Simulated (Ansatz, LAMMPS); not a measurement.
# Electronic structure of amorphous polyacrylonitrile (as short chains C14N4H18) at 440 K (108 atoms)

Wanted: forces, charges and levels of amorphous polyacrylonitrile (as short chains C14N4H18) at 440 K (108 atoms).

Program: Ansatz 0.2.0. Level of theory: Kohn-Sham DFT, PBE+D3(BJ), PAW (set soft_2), plane waves. Results are calculated unless marked as measured.

### Step 1. The starting structure

The cell holds 108 atoms: 42 C, 12 N and 54 H. Cell: a = 10.571 Å, b = 10.571 Å, c = 10.571 Å, α = 90.0°, β = 90.0°, γ = 90.0°. 3 polyacrylonitrile chains of 4 units with methyl end groups placed at random, at 1.02 g/cm³; overlaps pushed apart, then 20 ps at 800 K with MMFF94 bonds, angles, torsions, charges and radii (Halgren, J. Comput. Chem. 17, 490 (1996)) in harmonic and 12-6 forms. Snapshot after 30 ps at 440 K and fixed volume.

What the set-up can't give: The network of contacts between molecules at the start is that of the classical potential that made the cell, and needn't be the one that DFT or experiment would give. The density was typed from a rule of thumb and may lie off the real one at this temperature. Only the Γ point is sampled, in a cell whose shortest periodic width is 11 Å.

### Step 2. How the cell was made

A classical potential makes the cell, at a small fraction of what the same run would cost in DFT.

This step: classical MD, MMFF94 bonds, angles, torsions, charges and radii (Halgren, J. Comput. Chem. 17, 490 (1996)) in harmonic and 12-6 forms; charges of ions scaled by 0.8 (LAMMPS 22 Jul 2025 - Update 4).

File in.lmp:

```
# amorphous polyacrylonitrile
units real
atom_style full
boundary p p p
bond_style harmonic
angle_style harmonic
dihedral_style opls
improper_style harmonic
special_bonds lj 0 0 0.5 coul 0 0 0.75
read_data data.lmp
neigh_modify delay 0 every 1 check yes one 4000
comm_modify cutoff 12.0
timestep 0.5
thermo_style custom step time temp pe press density
thermo_modify norm yes
# push overlapping molecules apart
pair_style soft 2.6
pair_coeff * * 0.0
variable a equal ramp(1,60)
fix ad all adapt 1 pair soft a * * v_a
velocity all create 800 652225 mom yes dist gaussian
fix lim all nve/limit 0.03
fix lan all langevin 800 800 50 652226 zero yes
thermo 1000
run 3000 post no
unfix ad
pair_style lj/cut/coul/long 9.0
pair_modify mix arithmetic tail yes
pair_coeff 1 1 0.0678 3.3680   # C
pair_coeff 2 2 0.0678 3.5530   # C
pair_coeff 3 3 0.0721 3.3270   # N
pair_coeff 4 4 0.0216 2.5400   # H
kspace_style pppm 1.0e-4
thermo 100
# [... 16 lines left out ...]
compute msd all msd com yes
thermo 7500
fix md all nvt temp 440 440 100
run 30000 post no
print "== T440: mean square displacement over the hold $(c_msd[4]:%.2f) A^2"
unfix md
uncompute msd
write_dump all custom T440.dump id type xs ys zs modify sort id
```

Run with:

```
$ lmp -in in.lmp -log none -nocite
```

Numbers of over 12 decimals in the logs are rounded to 6 here.

What it wrote:

```text
LAMMPS (22 Jul 2025 - Update 4)
Reading data file ...
  orthogonal box = (0 0 0) to (10.57077 10.57077 10.57077)
  108 atoms
  orthogonal box = (0 0 0) to (10.57077 10.57077 10.57077)
  105 bonds
  192 angles
  243 dihedrals
   Step          Time           Temp          PotEng         Press         Density
         0   0              800            0.5788615     -10213.337      1.021999
      1000   500            616.53575      2.3965775      9706.9316      1.021999
      2000   1000           629.18206      2.3858217      9640.6515      1.021999
      3000   1500           590.23987      2.3259959      30456.268      1.021999
WARNING: Bond/angle/dihedral extent > half of periodic box length
Loop time of 0.26147 s on 1 MPI rank(s) for 3000 steps with 108 atoms
PPPM initialization ...
  G vector (1/distance) = 0.2742898
  grid = 5 5 5
  estimated relative force accuracy = 3.4154712e-05
[... 21 lines left out ...]
      2000   1000           541.16364      0.97572164     7009.841       1.021999
[... 5 lines left out ...]
WARNING: Bond/angle/dihedral extent > half of periodic box length
Loop time of 7.60748 s on 1 MPI rank(s) for 20000 steps with 108 atoms
WARNING: Bond/angle/dihedral extent > half of periodic box length
   Step          Time           Temp          PotEng         Press         Density
[... 4 lines left out ...]
Loop time of 7.43147 s on 1 MPI rank(s) for 20000 steps with 108 atoms
   Step          Time           Temp          PotEng         Press         Density
[... 2 lines left out ...]
     52500   51500          470.38368      0.29070449     12811.218      1.021999
     60000   59000          461.0932       0.23565061     2769.2979      1.021999
     67500   66500          359.37731      0.14422231    -1836.523       1.021999
     72000   71000          444.5042       0.25029428    -1647.6424      1.021999
WARNING: Bond/angle/dihedral extent > half of periodic box length
Loop time of 11.06 s on 1 MPI rank(s) for 30000 steps with 108 atoms
== T440: mean square displacement over the hold 1.19 A^2
```

It took 27 s on 1 thread of Arm Neoverse V2, shared host; peak memory 0.13 GiB.

The input also reads data.lmp (atoms, bonds and types; not printed here).

### Step 3. Plane-wave single point

One self-consistent run at the given positions yields energy and forces.

File input.yaml:

```yaml
crystal:
  lattice:
    - [10.57077, 0.0, 0.0]
    - [0.0, 10.57077, 0.0]
    - [0.0, 0.0, 10.57077]
  atoms:
    - { symbol: C, position: [0.26433, 0.03804, 0.86489] }
    - { symbol: C, position: [0.18297, 0.09848, 0.96745] }
    - { symbol: C, position: [0.1832, 0.00919, 0.07216] }
    - { symbol: C, position: [0.30653, 0.0176, 0.13703] }
    - { symbol: "N", position: [0.40175, 0.0238, 0.19339] }
    - { symbol: C, position: [0.07895, 0.03468, 0.17929] }
    - { symbol: C, position: [0.94481, 0.00876, 0.13043] }
    - { symbol: C, position: [0.84655, 0.05464, 0.21952] }
    - { symbol: "N", position: [0.75753, 0.08533, 0.2816] }
    - { symbol: C, position: [0.92713, 0.86255, 0.09816] }
    - { symbol: C, position: [0.84293, 0.86026, 0.97616] }
    - { symbol: C, position: [0.93006, 0.83854, 0.86861] }
    - { symbol: "N", position: [0.00153, 0.82664, 0.78749] }
    - { symbol: C, position: [0.75989, 0.74123, 0.98013] }
    - { symbol: C, position: [0.65072, 0.73618, 0.8904] }
    - { symbol: C, position: [0.5357, 0.70471, 0.96058] }
    - { symbol: "N", position: [0.44256, 0.67532, 0.00721] }
    - { symbol: C, position: [0.65714, 0.63475, 0.7815] }
    - { symbol: H, position: [0.2326, 0.94544, 0.82997] }
    - { symbol: H, position: [0.27379, 0.10107, 0.78438] }
    - { symbol: H, position: [0.36003, 0.02156, 0.90875] }
    - { symbol: H, position: [0.21168, 0.19508, 0.98707] }
    - { symbol: H, position: [0.08625, 0.10641, 0.92749] }
    - { symbol: H, position: [0.1686, 0.91611, 0.028] }
    - { symbol: H, position: [0.09856, 0.98285, 0.26867] }
    - { symbol: H, position: [0.0778, 0.13693, 0.20766] }
    - { symbol: H, position: [0.93397, 0.06429, 0.04487] }
    - { symbol: H, position: [0.01523, 0.81742, 0.0807] }
    - { symbol: H, position: [0.8715, 0.81519, 0.16722] }
    - { symbol: H, position: [0.78299, 0.95229, 0.97122] }
    - { symbol: H, position: [0.71798, 0.73618, 0.06807] }
    - { symbol: H, position: [0.82148, 0.65531, 0.97155] }
    - { symbol: H, position: [0.64681, 0.82666, 0.84114] }
    - { symbol: H, position: [0.7474, 0.61136, 0.75584] }
    - { symbol: H, position: [0.6047, 0.64915, 0.69418] }
    - { symbol: H, position: [0.61712, 0.54317, 0.81645] }
    - { symbol: C, position: [0.46022, 0.96949, 0.58609] }
    - { symbol: C, position: [0.42673, 0.94686, 0.44729] }
    - { symbol: C, position: [0.34894, 0.82699, 0.4279] }
    - { symbol: C, position: [0.44062, 0.73122, 0.4075] }
    - { symbol: "N", position: [0.52421, 0.66275, 0.4118] }
    - { symbol: C, position: [0.25352, 0.79409, 0.5284] }
    - { symbol: C, position: [0.16345, 0.67414, 0.51869] }
    - { symbol: C, position: [0.09992, 0.66783, 0.39121] }
    - { symbol: "N", position: [0.04524, 0.66467, 0.29752] }
    - { symbol: C, position: [0.22502, 0.54642, 0.55023] }
    - { symbol: C, position: [0.29974, 0.53213, 0.66962] }
    - { symbol: C, position: [0.3529, 0.40758, 0.67444] }
    - { symbol: "N", position: [0.39994, 0.31339, 0.70357] }
    - { symbol: C, position: [0.22506, 0.56341, 0.78987] }
    - { symbol: C, position: [0.08427, 0.51656, 0.79544] }
    - { symbol: C, position: [0.08974, 0.38505, 0.77252] }
    - { symbol: "N", position: [0.09661, 0.2757, 0.75229] }
    - { symbol: C, position: [0.0404, 0.52059, 0.93408] }
    - { symbol: H, position: [0.5081, 0.05256, 0.58098] }
    - { symbol: H, position: [0.51586, 0.89008, 0.62701] }
    - { symbol: H, position: [0.37297, 0.98993, 0.64685] }
    - { symbol: H, position: [0.51336, 0.94873, 0.38835] }
    - { symbol: H, position: [0.37095, 0.03124, 0.41094] }
    - { symbol: H, position: [0.30365, 0.82502, 0.33691] }
    - { symbol: H, position: [0.19215, 0.87955, 0.53132] }
    - { symbol: H, position: [0.30981, 0.77718, 0.61187] }
    - { symbol: H, position: [0.08665, 0.70411, 0.5878] }
    - { symbol: H, position: [0.29742, 0.53146, 0.47573] }
    - { symbol: H, position: [0.1501, 0.47209, 0.54207] }
    - { symbol: H, position: [0.38413, 0.5915, 0.6687] }
    - { symbol: H, position: [0.21272, 0.6621, 0.78783] }
    - { symbol: H, position: [0.28433, 0.52783, 0.86791] }
    - { symbol: H, position: [0.015, 0.571, 0.74291] }
    - { symbol: H, position: [0.95344, 0.46597, 0.95104] }
    - { symbol: H, position: [0.11991, 0.49633, 0.99208] }
    - { symbol: H, position: [0.01668, 0.60996, 0.96085] }
    - { symbol: C, position: [0.88844, 0.96698, 0.52655] }
    - { symbol: C, position: [0.89633, 0.10945, 0.55124] }
    - { symbol: C, position: [0.77642, 0.17104, 0.58456] }
    - { symbol: C, position: [0.72023, 0.12228, 0.70807] }
    - { symbol: "N", position: [0.6733, 0.09359, 0.80492] }
    - { symbol: C, position: [0.78082, 0.32421, 0.58748] }
    [... 24 atom lines left out ...]
    - { symbol: H, position: [0.55026, 0.53678, 0.21226] }
    - { symbol: H, position: [0.64666, 0.50134, 0.08036] }
    - { symbol: H, position: [0.54522, 0.28399, 0.22487] }
    - { symbol: H, position: [0.56134, 0.3564, 0.93991] }
    - { symbol: H, position: [0.66498, 0.22698, 0.00716] }
    - { symbol: H, position: [0.50617, 0.21943, 0.9806] }
kpoints:
  mp_grid: { grid: [1, 1, 1] }
hamiltonian:
  xc: pbe
  dispersion: d3bj
scf:
  occupations: { method: fixed }
output:
  forces: true
  stress: true
  populations: true
  dos:
    method: { smearing: { sigma: 0.08 } }
    de: 0.1
    projected: { site_lists: { C: [C], H: [H], "N": ["N"] } }
  eigenvalues: true
  write_density: true
  write_potential: true
  volumetric_format: npy
```

Run with:

```
$ ansatz run input.yaml --threads 8 --pin off --max-ram 15872MiB --backend cpu --events-out ev --progress --plain --runs-dir out
```

What it wrote:

```text
Engine: ansatz 0.2.0, aarch64-unknown-linux-gnu
Pseudopotentials: kind: paw
Pseudopotential: C, paw, valence charge 4, recommended cutoff 420 eV (normal), C.paw.azcp
Pseudopotential: N, paw, valence charge 5, recommended cutoff 420 eV (normal), N.paw.azcp
Pseudopotential: H, paw, valence charge 1, recommended cutoff 420 eV (normal), H.paw.azcp
[... 5 lines on functional and potentials left out ...]
Crystal: 108 atoms, lattice volume = 1181.190 Å³
Basis set: ecut = 420 eV, 23031 PW (Γ), exchange–correlation on 144×144×144 points (8 copies of the dense FFT grid, shifted against one another)
Bands: 249, of which v1, the nominal top of the filled ones, is band 141 counted from 1 (140 counted from 0)
Symmetry: 1 space group operations
Space group: P1 (ITA 1), of the structure as read, at distance tolerance 1.1e-4 Å
k-points: 1
[... 7 lines on functional and potentials left out ...]
Initial density: superposition of atomic densities (neutral atoms: chi_scale 0, normalization atom), corrected by the library's trained network
Initial wavefunctions: pseudopotential atomic-orbital guess
Functional: x = pbe(κ = 0.804, μ = 0.219515), c = pbe(β = 0.066725)
SCF iter   1: F=—  HF=-16005.402779 eV  |F-HF|=—  |Δ(HF+E_count)|=         —  Δρ=5.13e-3  dr2=5.72e-1  ethr=1.77e-3  ⟨swp⟩=5.0  Hψ=867  notcnv=0  defer=105
preconditioner: auto → Resta (q_TF=auto, 2.149 Å⁻¹)  ε∞=2.5  [insulator: Δε(μ)=5.975 eV  Ē_g=14.962 eV  n_scr=202 (ndim 8)  ℏωp=18.1 eV  f_vac=0.222  ε∞_Penn≈2.5]
SCF iter   2: F=—  HF=-16005.334722 eV  |F-HF|=—  |Δ(HF+E_count)|=   6.81e-2  Δρ=2.97e-3  dr2=1.35e-1  ethr=2.03e-4  ⟨swp⟩=2.0  Hψ=428  notcnv=0  defer=106
SCF iter   3: F=—  HF=-16005.325153 eV  |F-HF|=—  |Δ(HF+E_count)|=   9.57e-3  Δρ=1.58e-3  dr2=4.71e-2  ethr=4.77e-5  ⟨swp⟩=3.0  Hψ=289  notcnv=0  defer=106
SCF iter   4: F=—  HF=-16005.321310 eV  |F-HF|=—  |Δ(HF+E_count)|=   3.84e-3  Δρ=5.36e-4  dr2=5.16e-3  ethr=1.67e-5  ⟨swp⟩=3.0  Hψ=283  notcnv=0  defer=106
SCF iter   5: F=—  HF=-16005.321115 eV  |F-HF|=—  |Δ(HF+E_count)|=   1.95e-4  Δρ=3.38e-4  dr2=1.67e-3  ethr=1.83e-6  ⟨swp⟩=2.0  Hψ=282  notcnv=0  defer=106
SCF iter   6: F=—  HF=-16005.320931 eV  |F-HF|=—  |Δ(HF+E_count)|=   1.84e-4  Δρ=1.42e-4  dr2=2.91e-4  ethr=5.92e-7  ⟨swp⟩=2.0  Hψ=286  notcnv=0  defer=106
SCF iter   7: F=—  HF=-16005.320958 eV  |F-HF|=—  |Δ(HF+E_count)|=   2.77e-5  Δρ=4.15e-5  dr2=2.55e-5  ethr=1.03e-7  ⟨swp⟩=2.0  Hψ=279  notcnv=0  defer=106
SCF iter   8: F=—  HF=-16005.322080 eV  |F-HF|=—  |Δ(HF+E_count)|=   1.12e-3  Δρ=2.92e-5  dr2=1.25e-5  ethr=9.04e-9  ⟨swp⟩=2.0  Hψ=388  notcnv=0  defer=106
SCF iter   9: F=—  HF=-16005.322079 eV  |F-HF|=—  |Δ(HF+E_count)|=   1.76e-6  Δρ=6.68e-6  dr2=5.15e-7  ethr=4.44e-9  ⟨swp⟩=2.0  Hψ=284  notcnv=0  defer=106
SCF iter  10: F=-16005.322079 eV  HF=-16005.322079 eV  |F-HF|=4.77e-8  |Δ(HF+E_count)|=   1.38e-7  Δρ=2.55e-6  dr2=9.66e-8  ethr=3.55e-11  ⟨swp⟩=22.0  Hψ=2318  notcnv=0
SCF 1 converged in 10 iterations: F = -16005.322079 eV  dr2 = 9.66e-8
  greatest PAW one-centre occupation: 0.845 electrons in one spin orbital (limit 2), on the N atom at site 80 (counted from 0), in its partial waves of l = 0
WARN: The input density's exchange-correlation potential varies sharply where the density is thin. Do not read a vacuum level from v_tot or v_xc, or from such a field of the output density. On a cell that repeats whose density bears no net charge and no dipole along the vacuum's axis use v_es (v_loc + v_h of the components); [...]
SCF converged after 10 iterations
Free energy (F): -16005.322079 eV
Harris-Foulkes:  -16005.322079 eV  (|F-HF|=4.77e-8)
Internal energy: -16005.322079 eV  (E = F + TS)
E sigma→0 (E₀):  -16005.322079 eV
Fermi energy:    -2.138284 eV
--- Per-component energies (eV) ---
  E_band       = -2108.784684
  E_kinetic    = 6085.138269
  E_local      = -18053.453643  (includes V_loc(G=0)·N_el)
  E_nonlocal   = 1814.056628
  E_hartree    = 6302.800827
  E_xc         = -3200.812100
  E_vxc        = -4005.314873  (∫ρ·V_xc dr)
  E_paw        = -5731.323781  (= ΣΔE_a)
  E_vpaw       = -554.738941  (= ΣTr[D̂ρ^β])
  E_aug_tail   = -0.073409  (compensation charges beyond the density's cutoff)
  E_ewald      = -3215.287139
  E_disp       = -6.367731  (pairwise vdW)
  E_smearing   = -0.000000  (= −TS)
  E_closure    = 0.000000  (closes the sum)
  Σ components = -16005.322079   (vs F -16005.322079, Δ=0.00e0)
--- Forces (eV/Å), atoms counted from 1 ---
  atom   1  C      1.35093956     0.30919860     0.23452098
  atom   2  C     -1.07705103     0.29830928    -2.69343577
  atom   3  C     -0.55345084    -0.08442809     3.16636381
  atom   4  C      0.54031115    -0.66876249     0.42882785
  atom   5  N     -0.82528810     0.18795060    -0.98610812
  atom   6  C      0.30544352     0.89462320     0.26892752
  atom   7  C      0.43882345    -1.21380234     1.06105592
  atom   8  C     -2.24466685     0.30864338     0.79075259
  atom   9  N      2.49424516    -0.77787832    -1.70155672
  atom  10  C     -1.63650604     2.62978432    -1.14309523
  atom  11  C      0.15019810    -0.35317065    -0.29777261
  atom  12  C     -1.49415791     1.59340016     1.14195542
  atom  13  N      1.06878481    -0.46451424    -1.04723023
  atom  14  C      1.52345911    -0.77138285    -0.95825686
[...]
atom 107  H     -1.09808743     1.71241682    -0.14362660
  atom 108  H     -1.07439154    -0.91392179     0.10535212
  max |Σ_I F_I| component: 2.64e-4 eV/Å
--- Stress (GPa, compression-positive) ---
        0.603616       0.403017       0.062299
        0.403016       1.380699      -0.805504
        0.062299      -0.805504       2.369969
  P = ⅓ Tr σ = 1.4514 GPa (14.514 kbar)
--- Band table (eV) ---
  k-point 0: bands = ["-18.0914", "-18.0669", "-17.8689", "-17.7905", [... 233 levels ...], "10.1040", "10.1819", "10.2156", "10.2864", "10.3618", "10.4203", "10.4469", "10.4822", "10.5841", "10.6084", "10.6573", "10.7032"]
--- Löwdin populations: 108 sites ---
  site symbol       q [e]
     0      C      4.4493
     1      C      4.2497
     2      C      4.1158
[...]
107      H      0.7715
  spilling = 0.012595 (of n_electrons = 282.000000)
```

It took 6 s on 8 threads of Arm Neoverse V2, shared host; peak memory 1.2 GiB; 43 s of CPU time.

The column dr2 measures how far the density is from self-consistency, as an energy; F and HF (Harris–Foulkes) agree once it is small.

The program notes that the exchange-correlation potential is rough where the density is thin.

The run gave:

```yaml
free_energy: -16005.3221 eV
free_energy_per_atom: -148.1974 eV/atom
scf_cycles: 10
pressure: 1.451 GPa
r_m_s_force_component: 1.071 eV/Å
longest_force: 4.943 eV/Å
fermi_energy: -2.138 eV
spacing_of_highest_filled_and_lowest_empty_level: 5.839 eV
spilling_of_the_projection: 0.0126
```

Neighbours are counted within 1.34 Å (H-C), 1.85 Å (C-C), 1.62 Å (C-N).

Length of the force by element and coordination:

```tsv
element	coordination	atoms	mean length of the force (eV/Å)	spread	least	most
C	all	42	2.13	0.997	0.392	4.94
C	2	12	2.04	0.880	0.769	3.52
C	4	30	2.17	1.04	0.392	4.94
H	all	54	1.12	0.734	0.275	3.36
N	all	12	1.78	0.580	1.07	3.12
```

Löwdin charges by element and coordination (they lack the spilled electrons, 0.033 e an atom on average):

```tsv
element	coordination	atoms	mean charge (e)	spread	least	most
C	all	42	-0.118	0.223	-0.465	0.218
C	2	12	0.196	0.0082	0.182	0.218
C	4	30	-0.243	0.120	-0.465	-0.113
H	all	54	0.203	0.0195	0.162	0.235
N	all	12	-0.203	0.0154	-0.239	-0.180
```

States in the cell by windows of 1 eV, zero at the Fermi level; the larger projections on atomic orbitals stand beside the total:

```tsv
from (eV)	to (eV)	total	C p	N p	H s	C s
-10	-9	8.7	3.1	0.0	1.9	3.5
-9	-8	10.9	4.8	0.0	2.1	3.7
-8	-7	6.0	2.4	0.0	1.5	1.9
-7	-6	11.7	7.9	0.1	2.2	1.1
-6	-5	14.3	10.3	0.2	2.3	1.0
-5	-4	14.5	11.1	0.4	2.0	0.7
-4	-3	23.3	16.0	1.1	4.6	0.9
-3	-2	31.4	17.8	4.2	7.0	1.0
-2	-1	54.7	23.0	18.9	7.2	0.6
-1	0	46.9	22.4	16.4	6.3	0.4
0	1	1.2	0.6	0.3	0.2	0.0
1	5	0.0	0.0	0.0	0.0	0.0
```

The curve was stored every 0.10 eV, coarse against its broadening of 0.08 eV, so these counts are rough.

With fixed occupations the program's Fermi level is the highest filled level; weight inside the gap is the broadening of levels at its edges.

Between -16 and -10 eV lie 58 more states.

The levels nearest the highest filled one (over half full), pooled over k-points and spins:

```tsv
level less the highest filled one (eV)	occupation
-0.287	2
-0.188	2
-0.152	2
-0.141	2
-0.0987	2
0	2
5.84	0
5.89	0
6.09	0
6.17	0
6.25	0
6.33	0
```

Electrostatic potential energy in the bc plane at fractional x = 0.084, with atoms of C and H and N within 0.2 Å of it. With pseudopotentials it is smooth inside the atoms' cores, unlike the true potential.

Values in eV, 13 rows by 16 columns, each cell a mean:
```
  3 -14  -6   5   6   6   4  -7 -28  -4   3   4   4   4   4   4
  4  -3   1   5   5   3   0  -5 -18  -2   4   5   5   4   5   5
  5   6   6  -1 -25 -27 -37 -27 -43 -12   3   5   4   3   5   6
  6   6   6  -4 -33 -22 -23  -7 -11  -1   4   5   5   5   6   6
  5   5   6   6   4   4   3   3   3   4   2  -4   3   5   5   5
  5   5   5   6   5   5   4   2   3   3  -3 -22   1   4   4   5
  5   5   5   5   5   5   4   3   3   2  -4  -3   3   4   4   4
  5   5   5   5   5   5   5   5   4  -2 -34 -25   2   4   4   4
  2   4   5   5   5   5   5   6   5   0 -35 -21   3   5   4   1
-15  -3  -5   4   5   6   6   6   6   3 -18  -8   5   5   3 -15
-43 -28 -18   3   6   6   6   6   6   6   6   6   5   4   4  -7
-11  -4   4   5   6   6   6   6   6   6   6   5   3   2   3   0
  2   2   4   5   6   6   6   1  -1   4   5   4   3   3   3   2
```
Columns run along b (10.6 Å; values clipped at the 3rd and 97th percentile), rows up along c (10.6 Å). Atoms in or near the plane, at fractional coordinates: C at (0.03, 0.18), H at (0.11, 0.93), H at (0.98, 0.27), H at (0.14, 0.21), C at (0.67, 0.39), C at (0.52, 0.80), C at (0.39, 0.77), N at (0.28, 0.75), H at (0.70, 0.59).

(Continued in part 2 of 2.)

[Logs are printed without paths, hosts, clocks, repeated set-up lines and the standing remarks that a program may print on its own settings, such as how far it seeks lower states.]

[Hosts, paths, dates, database ids (printed as entryN), source tags and the programs' standing remarks are cut or masked in the printed files.]

[The MMFF94 radii named for the starting cell were scaled by 0.96; in molecules described by MMFF94, hydrogen bound to N, O or S took a small fixed 12-6 site in their place.]
